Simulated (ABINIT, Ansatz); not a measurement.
## PbS2 (Fm-3m): zone-centre phonons

Wanted: the vibrations of PbS2 (Fm-3m) at Γ, by two programs.

Program: ABINIT 10.8.3. Level of theory: DFT LDA, scalar-relativistic, plane waves, HGH norm-conserving pseudopotentials. Results are calculated unless marked as measured.

The structure was built from a prototype and need not be the compound's stable phase.

**1. The structure**

The structure is cubic, space group Fm-3m (No. 225). Conventional cell: a = 6.591 Å, b = 6.591 Å, c = 6.591 Å, α = 90.00°, β = 90.00°, γ = 90.00°. Pb has 8 S at 2.85 Å nearest. Nearest to S lie 4 Pb at 2.85 Å. Farther neighbours and most contacts between anions are not listed.

**2. Relaxing the cell and atoms**

The harmonic expansion starts where the forces on the atoms vanish, and stress shifts the frequencies, so cell and atoms are relaxed with tight thresholds.

The starting cell comes from a relaxation made beforehand in Ansatz (LDA, PseudoDojo NC).

Contents of relax.abi:

```
# relaxation
ionmov 2
optcell 2
dilatmx 1.08
ntime 40
tolmxf 1.0d-05
tolvrs 1.0d-14
prtwf 0
prtden 0
chksymtnons 0

# basis, mesh and filling
ecut 24.0
ecutsm 0.5
ixc 7
ngkpt 8 8 8
nshiftk 1
shiftk 0.0 0.0 0.0
istwfk *1
occopt 3
tsmear 0.01
nband 14
nstep 100
diemac 1000000.0
prtebands 0
prtgsr 0

# cell and atoms
acell 3*1.0 Angstrom
rprim 
    0.0 3.295624974 3.295624974
    3.295624974 0.0 3.295624974
    3.295624974 3.295624974 0.0
ntypat 2
znucl 82 16
natom 3
typat 1 2 2
xred 
    0.0 0.0 0.0
    0.25 0.25 0.25
    0.75 0.75 0.75
pp_dirpath "./pseudo"
pseudos "Pb.hgh, S.hgh"
```

Started as:

```bash
OMP_NUM_THREADS=1 mpirun -n 2 abinit relax.abi > relax.log
```

Numbers of over 12 decimals in the logs are rounded to 6 here.

relax.abo, the main output file:

```text
[banners, grids, parts of the stress and lines that vanish by symmetry left out]
- input  file    -> relax.abi
- output file    -> relax.abo
- root for input  files -> relaxi
[...]
Symmetries : space group Fm -3 m (#225); Bravais cF (face-center cubic)
[...]
mpw =        3479          nfft =       91125          nkpt =          29
[...]
== DATASET  1 ==================================================================
[...]
cutoff_energies: {ecut:  24.0, pawecutdg:  -1.0, }
[...]
Exchange-correlation functional for the present dataset will be:
  LDA: Perdew-Wang 92 LSD fit to Ceperley-Alder data - ixc=7
[...]
ETOT  1  -23.995642594716    -2.400E+01 2.429E-02 6.607E+02
 ETOT  2  -24.103673405380    -1.080E-01 1.235E-03 8.262E+01
 ETOT  3  -24.117953864634    -1.428E-02 1.054E-03 1.811E+00
 ETOT  4  -24.118051616458    -9.775E-05 1.311E-04 1.490E-01
 ETOT  5  -24.118057838595    -6.222E-06 2.185E-04 4.816E-04
[...]
At SCF step   10       vres2   =  5.77E-15 < tolvrs=  1.00E-14 =>converged.
[...]
sigma(1 1)=  5.71774498E-06  sigma(3 2)=  0.00000000E+00
  sigma(2 2)=  5.71774498E-06  sigma(3 1)=  0.00000000E+00
  sigma(3 3)=  5.71774498E-06  sigma(2 1)=  0.00000000E+00
[...]
convergence: {deltae: -7.248E-13, res2:  5.768E-15, residm:  1.328E-06, diffor: null, }
etotal    :  -2.41180579E+01
[...]
ETOT  1  -24.118058604219    -2.412E+01 3.299E-03 3.653E-03
[...]
At SCF step    8       vres2   =  1.04E-15 < tolvrs=  1.00E-14 =>converged.
[...]
sigma(1 1)=  4.79095900E-06  sigma(3 2)=  0.00000000E+00
  sigma(2 2)=  4.79095900E-06  sigma(3 1)=  0.00000000E+00
  sigma(3 3)=  4.79095900E-06  sigma(2 1)=  0.00000000E+00
[...]
convergence: {deltae:  1.741E-13, res2:  1.038E-15, residm:  1.360E-06, diffor: null, }
etotal    :  -2.41180592E+01
[...]
ETOT  1  -24.118047440300    -2.412E+01 1.055E-05 9.682E-02
[...]
ETOT  8  -24.118062207284    -3.695E-13 5.365E-07 2.657E-14
 ETOT  9  -24.118062207284    -2.771E-13 1.339E-07 4.679E-17
 At SCF step    9       vres2   =  4.68E-17 < tolvrs=  1.00E-14 =>converged.
[...]
sigma(1 1)= -6.88968451E-08  sigma(3 2)=  0.00000000E+00
  sigma(2 2)= -6.88968451E-08  sigma(3 1)=  0.00000000E+00
  sigma(3 3)= -6.88968451E-08  sigma(2 1)=  0.00000000E+00
[...]
convergence: {deltae: -2.771E-13, res2:  4.679E-17, residm:  1.339E-07, diffor: null, }
etotal    :  -2.41180622E+01
[...]
At Broyd/MD step   3, gradients are converged :
[...]
sigma(1 1)= -6.88968451E-08  sigma(3 2)=  0.00000000E+00
  sigma(2 2)= -6.88968451E-08  sigma(3 1)=  0.00000000E+00
  sigma(3 3)= -6.88968451E-08  sigma(2 1)=  0.00000000E+00
[...]
- sigma(1 1)= -2.02701517E-03  sigma(3 2)=  0.00000000E+00
- sigma(2 2)= -2.02701517E-03  sigma(3 1)=  0.00000000E+00
- sigma(3 3)= -2.02701517E-03  sigma(2 1)=  0.00000000E+00
[...]
fcart     -0.0000000000E+00 -0.0000000000E+00 -0.0000000000E+00
           strten     -6.8896845109E-08 -6.8896845109E-08 -6.8896845109E-08
================================================================================

[key lines of the parts left out:]
pressure_GPa:   2.0270E-03
Total energy (etotal) [Ha]= -2.41180622072842E+01
```

It took 2.4 min on 2 MPI ranks of Arm Neoverse N1, shared host; 4.8 min of CPU time.

Relaxation path:

```
step  energy less that of the first step (eV)  largest force (eV/Å)  volume (Å³)
   1                                   0.0000                0.0000        71.59
   2                                   0.0000                0.0000        71.55
   3                                  -0.0001                0.0000        71.36
```

```
conventional cell, symmetrised  before  after  change
                         a (Å)   6.591  6.584  -0.1 %
                         b (Å)   6.591  6.584  -0.1 %
                         c (Å)   6.591  6.584  -0.1 %
              volume (Å³/atom)   23.86  23.79  -0.3 %
```

Final coordinates:

```xyz
3
Lattice="0.0000 3.2921 3.2921 3.2921 0.0000 3.2921 3.2921 3.2921 0.0000" Properties=species:S:1:pos:R:3 pbc="T T T"
Pb    0.0000    0.0000    0.0000
S     1.6461    1.6461    1.6461
S     4.9382    4.9382    4.9382
```

Read from the output:

| Quantity | Value |
| --- | --- |
| volume per atom | 23.79 Å³ |
| pressure | 0.002027 GPa |
| gap on the k-mesh | 0 eV |

The volume changes by -0.3 % from the cell with which this run began.

**3. Ground state**

First-order wavefunctions inherit every error of the ground state, hence the very tight tolvrs. ecutsm is kept as in the relaxation, so that the cell stays at rest. Occupations are smeared.

Contents of gs.abi:

```
# ground state
tolvrs 1.0d-16
prtden 1
prtwf 1

# basis, mesh and filling
ecut 24.0
ecutsm 0.5
ixc 7
ngkpt 8 8 8
nshiftk 1
shiftk 0.0 0.0 0.0
istwfk *1
occopt 3
tsmear 0.01
nband 14
nstep 100
diemac 1000000.0
prtebands 0
prtgsr 0

# cell and atoms
acell 3*1.0 Angstrom
rprim 
    0.0 3.292146608 3.292146608
    3.292146608 0.0 3.292146608
    3.292146608 3.292146608 0.0
ntypat 2
znucl 82 16
natom 3
typat 1 2 2
xred 
    0.0 0.0 0.0
    0.25 0.25 0.25
    0.75 0.75 0.75
pp_dirpath "./pseudo"
pseudos "Pb.hgh, S.hgh"
```

Started as:

```bash
OMP_NUM_THREADS=1 mpirun -n 2 abinit gs.abi > gs.log
```

gs.abo, the main output file:

```text
[banners, grids, parts of the stress and lines that vanish by symmetry left out]
- input  file    -> gs.abi
- output file    -> gs.abo
- root for input  files -> gsi
[...]
Symmetries : space group Fm -3 m (#225); Bravais cF (face-center cubic)
[...]
mpw =        2733          nfft =       64000          nkpt =          29
[...]
== DATASET  1 ==================================================================
[...]
cutoff_energies: {ecut:  24.0, pawecutdg:  -1.0, }
[...]
Exchange-correlation functional for the present dataset will be:
  LDA: Perdew-Wang 92 LSD fit to Ceperley-Alder data - ixc=7
[...]
ETOT  1  -23.996494157728    -2.400E+01 2.358E-02 4.627E+02
 ETOT  2  -24.103843147581    -1.073E-01 2.241E-02 5.741E+01
 ETOT  3  -24.117959713686    -1.412E-02 9.481E-04 1.273E+00
 ETOT  4  -24.118056031571    -9.632E-05 4.671E-04 1.047E-01
 ETOT  5  -24.118062327422    -6.296E-06 2.635E-04 3.048E-04
[...]
ETOT 10  -24.118062344423    -2.238E-13 2.597E-05 4.279E-15
 ETOT 11  -24.118062344422     1.386E-13 1.740E-05 1.042E-17
 At SCF step   11       vres2   =  1.04E-17 < tolvrs=  1.00E-16 =>converged.
[...]
sigma(1 1)= -6.95028348E-08  sigma(3 2)=  0.00000000E+00
  sigma(2 2)= -6.95028348E-08  sigma(3 1)=  0.00000000E+00
  sigma(3 3)= -6.95028348E-08  sigma(2 1)=  0.00000000E+00
[...]
convergence: {deltae:  1.386E-13, res2:  1.042E-17, residm:  1.740E-05, diffor: null, }
etotal    :  -2.41180623E+01
[...]
sigma(1 1)= -6.95028348E-08  sigma(3 2)=  0.00000000E+00
  sigma(2 2)= -6.95028348E-08  sigma(3 1)=  0.00000000E+00
  sigma(3 3)= -6.95028348E-08  sigma(2 1)=  0.00000000E+00
[...]
- sigma(1 1)= -2.04484400E-03  sigma(3 2)=  0.00000000E+00
- sigma(2 2)= -2.04484400E-03  sigma(3 1)=  0.00000000E+00
- sigma(3 3)= -2.04484400E-03  sigma(2 1)=  0.00000000E+00
[...]
fcart     -0.0000000000E+00 -0.0000000000E+00 -0.0000000000E+00
           strten     -6.9502834818E-08 -6.9502834819E-08 -6.9502834818E-08
================================================================================

[key lines of the parts left out:]
pressure_GPa:   2.0448E-03
```

Run time: 38 s. Hardware: 2 MPI ranks.

This step gave:

```
pressure : 0.002045 GPa
```

The cell stands at 0.0020 GPa, close enough for phonons.

**4. Zone-centre response**

At q = 0 one unit cell holds all displacements. The response is solved for single atoms along the cell's directions, and symmetry skips those that follow from others. The crystal is treated as a metal, which screens a static field, so no field response is asked.

Contents of dfpt_gamma.abi:

```

# common to the responses
getwfk_filepath "gso_WFK"
kptopt 2
nqpt 1
qpt 0.0 0.0 0.0
asr 0
chneut 0

# displacements
rfphon 1
rfatpol 1 3
rfdir 1 1 1
tolvrs 1.0d-10
prtwf 0

# basis, mesh and filling
ecut 24.0
ecutsm 0.5
ixc 7
ngkpt 8 8 8
nshiftk 1
shiftk 0.0 0.0 0.0
istwfk *1
occopt 3
tsmear 0.01
nband 14
nstep 100
diemac 1000000.0
prtebands 0
prtgsr 0

# cell and atoms
acell 3*1.0 Angstrom
rprim 
    0.0 3.292146608 3.292146608
    3.292146608 0.0 3.292146608
    3.292146608 3.292146608 0.0
ntypat 2
znucl 82 16
natom 3
typat 1 2 2
xred 
    0.0 0.0 0.0
    0.25 0.25 0.25
    0.75 0.75 0.75
pp_dirpath "./pseudo"
pseudos "Pb.hgh, S.hgh"
```

Started as:

```bash
OMP_NUM_THREADS=1 mpirun -n 2 abinit dfpt_gamma.abi > dfpt_gamma.log
```

dfpt_gamma.abo, the main output file:

```text
[banners, grids, parts of the stress and lines that vanish by symmetry left out]
- input  file    -> dfpt_gamma.abi
- output file    -> dfpt_gamma.abo
- root for input  files -> dfpt_gammai
- root for output files -> dfpt_gammao

 Symmetries : space group Fm -3 m (#225); Bravais cF (face-center cubic)
================================================================================
 Values of the parameters that define the memory need of the present run (RF).
     intxc =       0      iscf =       7    lmnmax =       6     lnmax =       6
     mgfft =      40  mpssoang =       3    mqgrid =    3001     natom =       3
  nloc_mem =       1    nspden =       1   nspinor =       1    nsppol =       1
      nsym =      48    n1xccc =       0    ntypat =       2    occopt =       3
   xclevel =       1
-    mband =          14        mffmem =           1         mkmem =         130
-   mkqmem =         130        mk1mem =         130           mpw =        2733
      nfft =       64000          nkpt =         260
- my_mband =          14
================================================================================
================================================================================

--------------------------------------------------------------------------------
------------- Echo of variables that govern the present computation ------------
--------------------------------------------------------------------------------
-
- outvars: echo of selected default values
-   iomode0 =  0 , fftalg0 =312 , wfoptalg0 =  0
-
- outvars: echo of global parameters not present in the input file
-  max_nthreads =    1
-
 -outvars: echo values of preprocessed input variables
 [... echo left out ...]
================================================================================

 chkinp: Checking input parameters for consistency.

[...]
== DATASET  1 ==================================================================
-   mpi_nproc: 2, omp_nthreads: 1 (-1 if OMP is not activated)

--- !DatasetInfo
iteration_state: {dtset: 1, }
dimensions: {natom: 3, nkpt: 260, mband: 14, nsppol: 1, nspinor: 1, nspden: 1, mpw: 2733, }
cutoff_energies: {ecut:  24.0, pawecutdg:  -1.0, }
electrons: {nelect:   1.60000000E+01, charge:   0.00000000E+00, occopt:   3.00000000E+00, tsmear:   1.00000000E-02, }
meta: {optdriver: 1, rfphon: 1, }
...

 mkfilename: getwfk from: gso_WFK

 Exchange-correlation functional for the present dataset will be:
  LDA: Perdew-Wang 92 LSD fit to Ceperley-Alder data - ixc=7
 Citation for XC functional:
  J.P.Perdew and Y.Wang, PRB 45, 13244 (1992)

 Real(R)+Recip(G) space primitive vectors, cartesian coordinates (Bohr,Bohr^-1):
 R(1)=  0.0000000  6.2212555  6.2212555  G(1)= -0.0803696  0.0803696  0.0803696
 R(2)=  6.2212555  0.0000000  6.2212555  G(2)=  0.0803696 -0.0803696  0.0803696
 R(3)=  6.2212555  6.2212555  0.0000000  G(3)=  0.0803696  0.0803696 -0.0803696
 Unit cell volume ucvol=  4.8157518E+02 bohr^3
 Angles (23,13,12)=  6.00000000E+01  6.00000000E+01  6.00000000E+01 degrees
 setup1 : take into account q-point for computing boxcut.

 getcut: wavevector=  0.0000  0.0000  0.0000  ngfft=  40  40  40
         ecut(hartree)=     24.000   => boxcut(ratio)=   2.06156

--- Pseudopotential description ------------------------------------------------
- pspini: atom type   1  psp file is ./pseudo/Pb.hgh

- pspini: atom type   2  psp file is ./pseudo/S.hgh

   1.66081993E+02                                ecore*ucvol(ha*bohr**3)
--------------------------------------------------------------------------------

 ==>  initialize data related to q vector <==

 The list of irreducible perturbations for this q vector is:
    1)    idir= 1    ipert=   1
    2)    idir= 1    ipert=   2

[...]
The perturbation idir=   2  ipert=   1 is
 symmetric of a previously calculated perturbation.
 So, its SCF calculation is not needed.

 The perturbation idir=   3  ipert=   1 is
 symmetric of a previously calculated perturbation.
 So, its SCF calculation is not needed.

 The perturbation idir=   2  ipert=   2 is
 symmetric of a previously calculated perturbation.
 So, its SCF calculation is not needed.

 The perturbation idir=   3  ipert=   2 is
 symmetric of a previously calculated perturbation.
 So, its SCF calculation is not needed.

 The perturbation idir=   1  ipert=   3 is
 symmetric of a previously calculated perturbation.
 So, its SCF calculation is not needed.

 The perturbation idir=   2  ipert=   3 is
 symmetric of a previously calculated perturbation.
 So, its SCF calculation is not needed.

 The perturbation idir=   3  ipert=   3 is
 symmetric of a previously calculated perturbation.
 So, its SCF calculation is not needed.

--------------------------------------------------------------------------------
 Perturbation wavevector (in red.coord.)   0.000000  0.000000  0.000000
 Perturbation : displacement of atom   1   along direction   1
 Found     4 symmetries that leave the perturbation invariant.

[...]
dfpt_looppert : total number of electrons, from k and k+q
  fully or partially occupied states are    1.600000E+01 and    1.600000E+01.
 Initialisation of the first-order wave-functions :
  ireadwf=   0

--- !BeginCycle
iteration_state: {dtset: 1, }
solver: {iscf: 7, nstep: 100, nline: 4, wfoptalg: 0, }
tolerances: {tolvrs: 1.00E-10, }
...

     iter   2DEtotal(Ha)        deltaE(Ha) residm    vres2
-ETOT  1   12.000980969614     -5.507E+01 6.242E-01 3.302E+04
 ETOT  2   2.047983     -9.953E+00 4.238E-02 5.499E+02
 ETOT  3   1.876688     -1.713E-01 8.702E-04 6.469E+01
 ETOT  4   1.857993     -1.870E-02 1.204E-04 3.386E+00
 ETOT  5   1.857359     -6.339E-04 9.927E-06 4.847E-02
[...]
At SCF step   10       vres2   =  3.77E-12 < tolvrs=  1.00E-10 =>converged.
[...]
Mean square residual over all n,k,spin=   98.758E-18; max=  17.844E-16

 Thirteen components of 2nd-order total energy (hartree) are
 1,2,3: 0th-order hamiltonian combined with 1st-order wavefunctions
     kin0=   6.92978619E+01 eigvalue=   1.45834324E+00  local=  -3.30329973E+01
 4,5,6: 1st-order hamiltonian combined with 1st and 0th-order wfs
 loc psp =  -2.60114036E+01  Hartree=   1.17870699E+01     xc=  -6.80703718E+00
 note that "loc psp" includes a xc core correction that could be resolved
 7,8,9: eventually, occupation + non-local contributions
    edocc=   8.34009969E+00     enl0=   1.41698365E+01   enl1=  -1.04414950E+02
 1-9 gives the relaxation energy (to be shifted if some occ is /=2.0)
   erelax=  -6.52131767E+01
 10,11,12 Non-relaxation  contributions : frozen-wavefunctions and Ewald
 fr.local=  -1.64598231E+01 fr.nonlo=   5.12117943E+01  Ewald=   3.23185459E+01
 13,14 Frozen wf xc core corrections (1) and (2)
 frxc 1  =   0.00000000E+00  frxc 2 =   0.00000000E+00
 Resulting in :
 2DEtotal=    0.1857340371E+01 Ha. Also 2DEtotal=    0.505408062177E+02 eV
    (2DErelax=   -6.5213176697E+01 Ha. 2DEnonrelax=    6.7070517067E+01 Ha)
    (  non-var. 2DEtotal :    1.8573403439E+00 Ha)

[...]
Perturbation wavevector (in red.coord.)   0.000000  0.000000  0.000000
 Perturbation : displacement of atom   2   along direction   1
 Found     2 symmetries that leave the perturbation invariant.

--------------------------------------------------------------------------------

--------------------------------------------------------------------------------

 dfpt_looppert : total number of electrons, from k and k+q
  fully or partially occupied states are    1.600000E+01 and    1.600000E+01.
 Initialisation of the first-order wave-functions :
  ireadwf=   0

--- !BeginCycle
iteration_state: {dtset: 1, }
solver: {iscf: 7, nstep: 100, nline: 4, wfoptalg: 0, }
tolerances: {tolvrs: 1.00E-10, }
...

     iter   2DEtotal(Ha)        deltaE(Ha) residm    vres2
-ETOT  1   246.04843611150     -2.554E+02 1.252E+00 6.401E+05
[...]
ETOT 11   1.630110     -5.355E-11 1.045E-13 1.879E-09
 ETOT 12   1.630110     -3.922E-12 2.021E-15 2.608E-11

 At SCF step   12       vres2   =  2.61E-11 < tolvrs=  1.00E-10 =>converged.
[...]
Mean square residual over all n,k,spin=   15.346E-17; max=  20.209E-16

 Thirteen components of 2nd-order total energy (hartree) are
 1,2,3: 0th-order hamiltonian combined with 1st-order wavefunctions
     kin0=   5.55140014E+02 eigvalue=  -3.09340435E+00  local=  -5.41112176E+02
 4,5,6: 1st-order hamiltonian combined with 1st and 0th-order wfs
 loc psp =  -4.81834916E+01  Hartree=   1.43915056E+02     xc=  -4.78162467E+01
 note that "loc psp" includes a xc core correction that could be resolved
 7,8,9: eventually, occupation + non-local contributions
    edocc=   2.87621565E+01     enl0=   3.64049635E+02   enl1=  -9.51506575E+02
 1-9 gives the relaxation energy (to be shifted if some occ is /=2.0)
   erelax=  -4.99845032E+02
 10,11,12 Non-relaxation  contributions : frozen-wavefunctions and Ewald
 fr.local=  -1.56527228E+01 fr.nonlo=   4.76729683E+02  Ewald=   4.03981823E+01
 13,14 Frozen wf xc core corrections (1) and (2)
 frxc 1  =   0.00000000E+00  frxc 2 =   0.00000000E+00
 Resulting in :
 2DEtotal=    0.1630110173E+01 Ha. Also 2DEtotal=    0.443575575478E+02 eV
    (2DErelax=   -4.9984503230E+02 Ha. 2DEnonrelax=    5.0147514247E+02 Ha)
    (  non-var. 2DEtotal :    1.6301093288E+00 Ha)

[...]
---- first-order wavefunction calculations are completed ----

 ==> Compute Derivative Database <==

 [... matrices left out ...]
  Phonon wavevector (reduced coordinates) :  0.00000  0.00000  0.00000
 Phonon energies in Hartree :
   1.222268E-05  1.222268E-05  1.222268E-05  5.189285E-04  5.189285E-04
   5.189285E-04  7.173979E-04  7.173979E-04  7.173979E-04
 Phonon frequencies in cm-1    :
-  2.682568E+00  2.682568E+00  2.682568E+00  1.138916E+02  1.138916E+02
-  1.138916E+02  1.574506E+02  1.574506E+02  1.574506E+02

== END DATASET(S) ==============================================================
================================================================================

 -outvars: echo values of variables after computation
            acell      1.8897261259E+00  1.8897261259E+00  1.8897261259E+00 Bohr
           etotal      1.6301101733E+00
            fcart      0.0000000000E+00  0.0000000000E+00  0.0000000000E+00
           strten      0.0000000000E+00  0.0000000000E+00  0.0000000000E+00
================================================================================
```

The job ended after 5.8 min (2 MPI ranks; 12 min of CPU time).

Read from the output:

- largest acoustic frequency at the zone centre before the sum rule: 2.68 cm⁻¹
- highest optical zone-centre mode (no LO-TO term): 157.4 cm⁻¹
- lowest optical zone-centre mode: 113.9 cm⁻¹

The acoustic modes at Γ come out as far as 2.7 cm⁻¹ from zero, where they should vanish, a small numerical error.

(Continued in part 2 of 2.)

[Host names and launcher messages were left out of these logs when they were recorded.]

[Logs are printed without paths, hosts, clocks, repeated set-up lines and the standing remarks that a program may print on its own settings, such as how far it seeks lower states.]

[Hosts, paths, dates, database ids (printed as entryN), source tags and the programs' standing remarks are cut or masked in the printed files.]
